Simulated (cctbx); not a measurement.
**Interatomic vectors of CeNdZn**

Space group P6_3/mmc (no. 194), a = 4.7030 Å, b = 4.7030 Å, c = 7.7610 Å, α = 90.00°, β = 90.00°, γ = 120.00°, content Nd2 Ce2 Zn2.

The data are simulated with cctbx, not measured: Mo Kα, λ = 0.71073 Å, to d = 0.65 Å, 70 % of the full sphere, strongest reflection 40000 counts, noise from counting, a 4 % proportional error and a noise floor of 2 counts (s.d.); no absorption.

Patterson synthesis from sharpened amplitudes, origin scaled to 1000:

```text
Patterson group P 6/m m m
      u       v       w   height  length (A)
  0.000   0.000   0.000   1000.0     0.00
  0.000   0.000   0.500    864.2     3.88
  0.333   0.667   0.250    648.1     3.34
  0.333   0.667   0.500    229.1     4.74
  0.333   0.667   0.000    161.2     2.72
  0.000   0.000   0.124     71.0     0.96
  0.000   0.000   0.376     69.4     2.92
  0.333   0.667   0.374     68.8     3.98
  0.333   0.667   0.126     68.0     2.88
  0.110   0.219   0.039     31.0     0.94
  0.226   0.451   0.299     30.9     2.96
  0.175   0.588   0.337     30.2     3.59
  0.000   0.133   0.097     30.2     0.98
  0.179   0.590   0.162     29.5     2.76
```

**Question.** Which atom pairs make the peaks, and where is the heaviest atom?

A peak at u stands for all pairs with xi − xj = u, with weight Σ ZiZj against Σ Z² = 15728 at the origin. Peak heights follow these weights only roughly, since form factors, motion and series ripples differ, all vectors within 0.55 Å of a peak are counted as merged into it though the farther ones add only part of their weight, and F(000) is left out, which lowers the whole map:

| u | v | w | shortest length (Å) | height | 1000 ΣZiZj/ΣZ² | pairs in the cell |
| --- | --- | --- | --- | --- | --- | --- |
| 0.000 | 0.000 | 0.500 | 3.88 | 864 | 900 | 2 × Nd–Nd, 4 × Ce–Zn |
| 0.333 | 0.667 | 0.250 | 3.34 | 648 | 671 | 2 × Nd–Ce, 2 × Nd–Zn |
| 0.333 | 0.667 | 0.500 | 4.73 | 229 | 271 | 1 × Ce–Ce, 1 × Zn–Zn |
| 0.333 | 0.667 | 0.000 | 2.71 | 161 | 221 | 2 × Ce–Zn |
| 0.000 | 0.000 | 0.124 | 0.96 | 71 | 0 | none within 0.55 Å |
| 0.000 | 0.000 | 0.376 | 2.92 | 69 | 0 | none within 0.55 Å |
| 0.333 | 0.667 | 0.374 | 3.97 | 69 | 0 | none within 0.55 Å |
| 0.333 | 0.667 | 0.126 | 2.88 | 68 | 0 | none within 0.55 Å |

The table stops at ten peaks or at a height of 45, below which ripples compete. In the model behind the data Nd, the heaviest element, has 1 independent site: (0, 0, 0), up to an allowed shift of origin; the Nd–Nd vectors are differences of these positions and their symmetry mates. Elements of similar Z can't be told apart from the map alone. The whole model:

```csv
atom,mult.,x,y,z,Ueq (Å²)
Nd1,2,0,0,0,0.0052
Ce1,2,2/3,1/3,1/4,0.0059
Zn1,2,2/3,1/3,3/4,0.0080
```

The model was made for the exercise: a known structure type with other elements put in, its volume estimated, not relaxed; displacement parameters are assumed.

[Logs are printed without paths, hosts, clocks, repeated set-up lines and the standing remarks that a program may print on its own settings, such as how far it seeks lower states.]
